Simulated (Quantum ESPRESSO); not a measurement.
**SiC (P6_3mc): a volume series of phonon spectra**

Aim: how the vibrations of SiC shift with volume, and the expansion that follows.

Main program and level: Quantum ESPRESSO 7.5; DFT LDA, scalar-relativistic, plane waves, GBRV ultrasoft pseudopotentials.

**1. The starting structure**

It takes space group P6_3mc (No. 186, hexagonal). The conventional cell has a = 3.076 Å, b = 3.076 Å, c = 5.048 Å, α = 90.00°, β = 90.00°, γ = 120.00°. Nearest to Si lie 4 C at 1.87 to 1.94 Å. Nearest to C lie 4 Si at 1.87 to 1.94 Å. Farther neighbours are not listed.

**2. Probe on a coarse mesh**

Before spending time, one coarse run tells the gap and the pressure of the starting cell.

probe.in

```
 &control
    calculation='scf',
    prefix='x',
    outdir='./tmp',
    pseudo_dir='./pseudo',
    tprnfor=.true.,
    tstress=.true.,
    verbosity='high',
 /
 &system
    ibrav=0,
    nat=4,
    ntyp=2,
    ecutwfc=45.0,
    ecutrho=270.0,
    occupations='smearing',
    smearing='gaussian',
    degauss=0.01,
 /
 &electrons
    conv_thr=1.0d-07,
    mixing_beta=0.7,
    electron_maxstep=100,
 /
ATOMIC_SPECIES
 Si     28.0850  Si.upf
 C      12.0110  C.upf
CELL_PARAMETERS angstrom
     3.076000000    0.000000000    0.000000000
    -1.538000000    2.663894142    0.000000000
     0.000000000    0.000000000    5.048000000
ATOMIC_POSITIONS crystal
 Si     0.333333333   0.666666667   0.000000000
 Si     0.666666667   0.333333333   0.500000000
 C      0.333333333   0.666666667   0.385000000
 C      0.666666667   0.333333333   0.885000000
K_POINTS automatic
 6 6 4 0 0 0
```

Started as:

```console
OMP_NUM_THREADS=1 mpirun -n 8 pw.x -nk 8 -in probe.in > probe.out
```

The program printed:

```text
Program PWSCF v.7.5

     This program is part of the open-source Quantum ESPRESSO suite
     for quantum simulation of materials; please cite
         "P. Giannozzi et al., J. Phys.:Condens. Matter 21 395502 (2009);
         "P. Giannozzi et al., J. Phys.:Condens. Matter 29 465901 (2017);
         "P. Giannozzi et al., J. Chem. Phys. 152 154105 (2020);
     in publications or presentations arising from this work. More details at

     Message from routine setup:
     using ibrav=0 with symmetry is DISCOURAGED, use correct ibrav instead

     G-vector sticks info
     --------------------
     sticks:   dense  smooth     PW     G-vecs:    dense   smooth      PW
     Sum         637     421    127                20857    11417    1973

     Using Slab Decomposition

     bravais-lattice index     =            0
     lattice parameter (alat)  =       5.8128  a.u.
     unit-cell volume          =     279.1382 (a.u.)^3
     number of atoms/cell      =            4
     number of atomic types    =            2
     number of electrons       =        16.00
     number of Kohn-Sham states=           12
     kinetic-energy cutoff     =      45.0000  Ry
     charge density cutoff     =     270.0000  Ry
     scf convergence threshold =      1.0E-07
     mixing beta               =       0.7000
     number of iterations used =            8  plain     mixing
     Exchange-correlation= SLA  PZ   NOGX NOGC
                           (   1   1   0   0   0   0   0)

     celldm(1)=   5.812798  celldm(2)=   0.000000  celldm(3)=   0.000000
     celldm(4)=   0.000000  celldm(5)=   0.000000  celldm(6)=   0.000000

     crystal axes: (cart. coord. in units of alat)
               a(1) = (   1.000000   0.000000   0.000000 )
               a(2) = (  -0.500000   0.866025   0.000000 )
               a(3) = (   0.000000   0.000000   1.641092 )

     reciprocal axes: (cart. coord. in units 2 pi/alat)
               b(1) = (  1.000000  0.577350 -0.000000 )
               b(2) = (  0.000000  1.154701  0.000000 )
               b(3) = (  0.000000 -0.000000  0.609350 )

     PseudoPot. # 1 for Si read from file:
     ./pseudo/Si.upf
     Pseudo is Ultrasoft + core correction, Zval =  4.0
     Using radial grid of  899 points,  6 beta functions with:
                l(1) =   0
                l(2) =   0
                l(3) =   1
                l(4) =   1
                l(5) =   2
                l(6) =   2
     Q(r) pseudized with  8 coefficients,  rinner =    0.900   0.900   0.900
                                                       0.900   0.900

     PseudoPot. # 2 for C  read from file:
     ./pseudo/C.upf
     Pseudo is Ultrasoft + core correction, Zval =  4.0
     Using radial grid of  721 points,  4 beta functions with:
                l(1) =   0
                l(2) =   0
                l(3) =   1
                l(4) =   1
     Q(r) pseudized with  8 coefficients,  rinner =    1.100   1.100   1.100

     atomic species   valence    mass     pseudopotential
     Si                4.00    28.08500     Si( 1.00)
     C                 4.00    12.01100     C ( 1.00)

     12 Sym. Ops. (no inversion) found ( 6 have fractional translation)

                                    s                        frac. trans.

      isym =  1     identity

 cryst.   s( 1) = (     1          0          0      )
                  (     0          1          0      )
                  (     0          0          1      )

 cart.    s( 1) = (  1.0000000  0.0000000  0.0000000 )
                  (  0.0000000  1.0000000  0.0000000 )
                  (  0.0000000  0.0000000  1.0000000 )

      isym =  2     180 deg rotation - cart. axis [0,0,1]

 cryst.   s( 2) = (    -1          0          0      )    f =(  0.0000000 )
                  (     0         -1          0      )       (  0.0000000 )
                  (     0          0          1      )       ( -0.5000000 )

 cart.    s( 2) = ( -1.0000000  0.0000000  0.0000000 )    f =(  0.0000000 )
                  (  0.0000000 -1.0000000  0.0000000 )       (  0.0000000 )
                  (  0.0000000  0.0000000  1.0000000 )       ( -0.8205462 )

      isym =  3      60 deg rotation - cryst. axis [0,0,1]

 cryst.   s( 3) = (     1          1          0      )    f =(  0.0000000 )
                  (    -1          0          0      )       (  0.0000000 )
                  (     0          0          1      )       ( -0.5000000 )

 cart.    s( 3) = (  0.5000000 -0.8660254  0.0000000 )    f =(  0.0000000 )
                  (  0.8660254  0.5000000  0.0000000 )       (  0.0000000 )
                  (  0.0000000  0.0000000  1.0000000 )       ( -0.8205462 )

      isym =  4      60 deg rotation - cryst. axis [0,0,-1]

 cryst.   s( 4) = (     0         -1          0      )    f =(  0.0000000 )
                  (     1          1          0      )       ( -0.0000000 )
                  (     0          0          1      )       ( -0.5000000 )

 cart.    s( 4) = (  0.5000000  0.8660254  0.0000000 )    f =(  0.0000000 )
                  ( -0.8660254  0.5000000  0.0000000 )       ( -0.0000000 )
                  (  0.0000000  0.0000000  1.0000000 )       ( -0.8205462 )

      isym =  5     120 deg rotation - cryst. axis [0,0,1]

 cryst.   s( 5) = (     0          1          0      )
                  (    -1         -1          0      )
                  (     0          0          1      )

 cart.    s( 5) = ( -0.5000000 -0.8660254  0.0000000 )
                  (  0.8660254 -0.5000000  0.0000000 )
                  (  0.0000000  0.0000000  1.0000000 )

      isym =  6     120 deg rotation - cryst. axis [0,0,-1]

 cryst.   s( 6) = (    -1         -1          0      )
                  (     1          0          0      )
                  (     0          0          1      )

 cart.    s( 6) = ( -0.5000000  0.8660254  0.0000000 )
                  ( -0.8660254 -0.5000000  0.0000000 )
                  (  0.0000000  0.0000000  1.0000000 )

      isym =  7     inv. 180 deg rotation - cart. axis [0,1,0]

 cryst.   s( 7) = (     1          0          0      )    f =(  0.0000000 )
                  (    -1         -1          0      )       (  0.0000000 )
                  (     0          0          1      )       ( -0.5000000 )

 cart.    s( 7) = (  1.0000000  0.0000000  0.0000000 )    f =(  0.0000000 )
                  (  0.0000000 -1.0000000  0.0000000 )       (  0.0000000 )
                  (  0.0000000  0.0000000  1.0000000 )       ( -0.8205462 )

      isym =  8     inv. 180 deg rotation - cart. axis [1,0,0]

 cryst.   s( 8) = (    -1          0          0      )
[...]
occupation numbers
[...]
k = 0.0000-0.5774 0.0000 (  1432 PWs)   bands (ev):

[...]
occupation numbers
[...]
k = 0.0000-0.5774 0.1523 (  1416 PWs)   bands (ev):

[...]
occupation numbers
[...]
k = 0.0000-0.5774-0.3047 (  1424 PWs)   bands (ev):

[...]
occupation numbers
[...]
k = 0.1667 0.2887 0.0000 (  1428 PWs)   bands (ev):

[...]
occupation numbers
[...]
k = 0.1667 0.2887 0.1523 (  1412 PWs)   bands (ev):

[...]
occupation numbers
[...]
k = 0.1667 0.2887-0.3047 (  1424 PWs)   bands (ev):

[...]
occupation numbers
[...]
k = 0.1667 0.4811 0.0000 (  1427 PWs)   bands (ev):

[...]
occupation numbers
[...]
k = 0.1667 0.4811 0.1523 (  1427 PWs)   bands (ev):

[...]
occupation numbers
[...]
k = 0.1667 0.4811-0.3047 (  1422 PWs)   bands (ev):

    -2.0367  -2.0367   1.8513   1.8513   5.2000   5.2000   7.4247   7.4247
    13.7378  13.7378  15.7382  15.7382

     occupation numbers
     1.0000   1.0000   1.0000   1.0000   1.0000   1.0000   1.0000   1.0000
     0.0000   0.0000   0.0000   0.0000

          k = 0.3333 0.5774 0.0000 (  1428 PWs)   bands (ev):

    -1.5426  -1.5426   2.5493   3.0396   3.0396   5.3885   5.4709   5.4709
    11.7281  17.3673  18.0585  18.0585

     occupation numbers
     1.0000   1.0000   1.0000   1.0000   1.0000   1.0000   1.0000   1.0000
     0.0000   0.0000   0.0000   0.0000

          k = 0.3333 0.5774 0.1523 (  1416 PWs)   bands (ev):

    -1.3973  -1.3973   2.1889   2.1889   2.8308   4.7363   6.6729   6.6729
    12.9192  15.7899  15.7899  17.0707

     occupation numbers
     1.0000   1.0000   1.0000   1.0000   1.0000   1.0000   1.0000   1.0000
     0.0000   0.0000   0.0000   0.0000

          k = 0.3333 0.5774-0.3047 (  1428 PWs)   bands (ev):

    -1.2189  -1.2189   1.5695   1.5695   3.6315   3.6315   7.7662   7.7662
    14.2804  14.2804  15.3745  15.3745

     occupation numbers
     1.0000   1.0000   1.0000   1.0000   1.0000   1.0000   1.0000   1.0000
     0.0000   0.0000   0.0000   0.0000

     the Fermi energy is    11.0145 ev

!    total energy              =     -42.39625927 Ry
     estimated scf accuracy    <          4.8E-09 Ry
     smearing contrib. (-TS)   =      -0.00000000 Ry
     internal energy E=F+TS    =     -42.39625927 Ry

     The total energy is F=E-TS. E is the sum of the following terms:
     one-electron contribution =      10.90606374 Ry
     hartree contribution      =       4.70837862 Ry
     xc contribution           =     -16.22151243 Ry
     ewald contribution        =     -41.78918921 Ry

     convergence has been achieved in   7 iterations

     Forces acting on atoms (cartesian axes, Ry/au):

     atom    1 type  1   force =     0.00000000    0.00000000    0.02825550
     atom    2 type  1   force =     0.00000000   -0.00000000    0.02825550
     atom    3 type  2   force =     0.00000000    0.00000000   -0.02825550
     atom    4 type  2   force =    -0.00000000    0.00000000   -0.02825550
     The non-local contrib.  to forces
     atom    1 type  1   force =    -0.00000000   -0.00000000    0.03902730
     atom    2 type  1   force =     0.00000000    0.00000000    0.03902730
     atom    3 type  2   force =     0.00000000    0.00000000   -0.01528088
     atom    4 type  2   force =     0.00000000   -0.00000000   -0.01528088
     The ionic contribution  to forces
     atom    1 type  1   force =     0.00000001   -0.00000000    0.14702098
     atom    2 type  1   force =    -0.00000001    0.00000000    0.14702098
     atom    3 type  2   force =     0.00000001   -0.00000000   -0.14702098
     atom    4 type  2   force =    -0.00000001    0.00000000   -0.14702098
     The local contribution  to forces
     atom    1 type  1   force =    -0.00000000    0.00000000   -0.15408725
     atom    2 type  1   force =     0.00000000   -0.00000000   -0.15408725
     atom    3 type  2   force =     0.00000001   -0.00000001    0.13359004
     atom    4 type  2   force =    -0.00000003    0.00000002    0.13359005
     The core correction contribution to forces
[...]
The Hubbard contrib.    to forces
     atom    1 type  1   force =     0.00000000    0.00000000    0.00000000
     atom    2 type  1   force =     0.00000000    0.00000000    0.00000000
     atom    3 type  2   force =     0.00000000    0.00000000    0.00000000
     atom    4 type  2   force =     0.00000000    0.00000000    0.00000000
     The SCF correction term to forces
     atom    1 type  1   force =    -0.00000000    0.00000000   -0.00000137
     atom    2 type  1   force =     0.00000000   -0.00000000   -0.00000137
     atom    3 type  2   force =    -0.00000000    0.00000000   -0.00000063
     atom    4 type  2   force =     0.00000000   -0.00000000   -0.00000063

     Total force =     0.056511     Total SCF correction =     0.000002

     Computing stress (Cartesian axis) and pressure

          total   stress  (Ry/bohr**3)                   (kbar)     P=      -40.93
  -0.00017908  -0.00000000   0.00000000          -26.34       -0.00        0.00
  -0.00000000  -0.00017908   0.00000000           -0.00      -26.34        0.00
  -0.00000000  -0.00000000  -0.00047647           -0.00       -0.00      -70.09

     kinetic stress (kbar)   6924.61      0.00      0.00
                                0.00   6924.61      0.00
                                0.00      0.00   7002.55

     local   stress (kbar)  -1285.84     -0.00      0.00
                               -0.00  -1285.84     -0.00
                                0.00     -0.00   -835.17

     nonloc. stress (kbar)   2908.75      0.00      0.00
                                0.00   2908.75      0.00
                                0.00      0.00   2818.76

     hartree stress (kbar)    816.53      0.00     -0.00
                                0.00    816.53     -0.00
                               -0.00     -0.00    848.24

     exc-cor stress (kbar)    -77.90      0.00      0.00
                                0.00    -77.90      0.00
                                0.00      0.00    -77.90

     corecor stress (kbar)  -2146.38     -0.00      0.00
                               -0.00  -2146.38     -0.00
                                0.00     -0.00  -2135.98

     ewald   stress (kbar)  -7166.11      0.00      0.00
                                0.00  -7166.11      0.00
                                0.00      0.00  -7690.57

     hubbard stress (kbar)      0.00      0.00      0.00
                                0.00      0.00      0.00
                                0.00      0.00      0.00

     DFT-D   stress (kbar)      0.00      0.00      0.00
[...]
XDM     stress (kbar)      0.00      0.00      0.00
[...]
dft-nl  stress (kbar)      0.00      0.00      0.00
                                0.00      0.00      0.00
                                0.00      0.00      0.00

     TS-vdW  stress (kbar)      0.00      0.00      0.00
                                0.00      0.00      0.00
                                0.00      0.00      0.00

     MDB     stress (kbar)      0.00      0.00      0.00
                                0.00      0.00      0.00
                                0.00      0.00      0.00

     3D-RISM stress (kbar)      0.00      0.00      0.00
                                0.00      0.00      0.00
                                0.00      0.00      0.00

     Writing all to output data dir ./tmp/x.save/ :
     XML data file, charge density, pseudopotentials, collected wavefunctions

   JOB DONE.
```

Run time: 1.6 s. Hardware: 8 MPI ranks of Arm Neoverse V2, shared host.

A gap read on the k-mesh alone can miss the band edges.

This step gave:

- volume per atom: 10.34 Å³
- pressure: -4.092 GPa
- gap on the k-mesh: 2.208 eV

Force by atom:

| atom | x (eV/Å) | y (eV/Å) | z (eV/Å) | size |
| --- | --- | --- | --- | --- |
| Si1 | 0.000 | 0.000 | 0.726 | 0.726 |
| Si2 | 0.000 | 0.000 | 0.726 | 0.726 |
| C3 | 0.000 | 0.000 | -0.726 | 0.726 |
| C4 | 0.000 | 0.000 | -0.726 | 0.726 |

The start is under -4.1 GPa at this level and looks like an insulator or semiconductor on this mesh.

(Continued in part 2 of 10.)

[Logs are printed without paths, hosts, clocks, repeated set-up lines and the standing remarks that a program may print on its own settings, such as how far it seeks lower states.]

[Hosts, paths, dates, database ids (printed as entryN), source tags and the programs' standing remarks are cut or masked in the printed files.]

[A step with changed settings may run another functional than the one named; its input shows which.]

[Of the runs on displaced cells, only some may be shown.]
